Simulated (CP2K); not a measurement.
Consider ammonium tetrahydrate at its PBE geometry (Å).

```xyz
17

N    -0.0100    0.0096   -0.0192
O    -2.0852   -1.7759    0.7549
O     0.8063    1.3843    2.2924
O     2.2492   -1.4163   -0.9610
O    -0.9621    1.7953   -2.0030
H    -0.7686   -0.6631    0.2297
H    -0.3518    0.6696   -0.7507
H     0.2662    0.5399    0.8371
H     0.8196   -0.5151   -0.3749
H    -3.0164   -1.7478    0.4781
H    -1.9723   -2.6444    1.1781
H     0.5679    1.2252    3.2223
H     1.3091    2.2158    2.2964
H     2.2216   -2.1422   -1.6067
H     3.1902   -1.3023   -0.7454
H    -1.5461    2.5631   -1.8842
H    -0.7176    1.8041   -2.9441
```

Method: CP2K XAS_TDP, all-electron GAPW, PBEh(45%), aug-cc-pVDZ, TDA, GW2X-corrected core level, no relativity.

Where do the N K-edge lines lie, and how strong are they?

Leading lines: N1 407.49 eV. The leading line of an atom is its first one with 35 % of the strongest within 2.5 eV of its lowest line over the strength cut. Core ionisation energies at this level: N1 412.15 eV.

The first six lines of each atom with a strength over 0.0015:

```csv
atom,energy (eV),states,"strength, one atom",above the computed threshold
"N1 (bonded to 4 H, gives 4 H bonds)",407.49,1,0.0123,
,407.51,2,0.0242,
,409.70,1,0.0260,
,409.73,1,0.0267,
,409.78,1,0.0264,
,409.86,1,0.0023,
```

Lines are vertical, at one geometry, with no vibrational structure. GW2X ionisation energies and lines can be off by 1 to 2 eV either way, and a good line position may hide errors that cancel. These values hold no scalar relativity, about 0.2 eV for N 1s. Rydberg lines, and the discretised continuum above threshold, depend on the basis and the box. This is one low-energy arrangement of the cluster, relaxed without a dispersion correction; others exist. The ion (charge +1) is isolated, with no counter-ion or solvent.

[Banner, clock and machine lines of the logs are left out without a mark of their own.]

[Logs are printed without paths, hosts, clocks, repeated set-up lines and the standing remarks that a program may print on its own settings, such as how far it seeks lower states.]

[Hosts, paths, dates, database ids (printed as entryN), source tags and the programs' standing remarks are cut or masked in the printed files.]
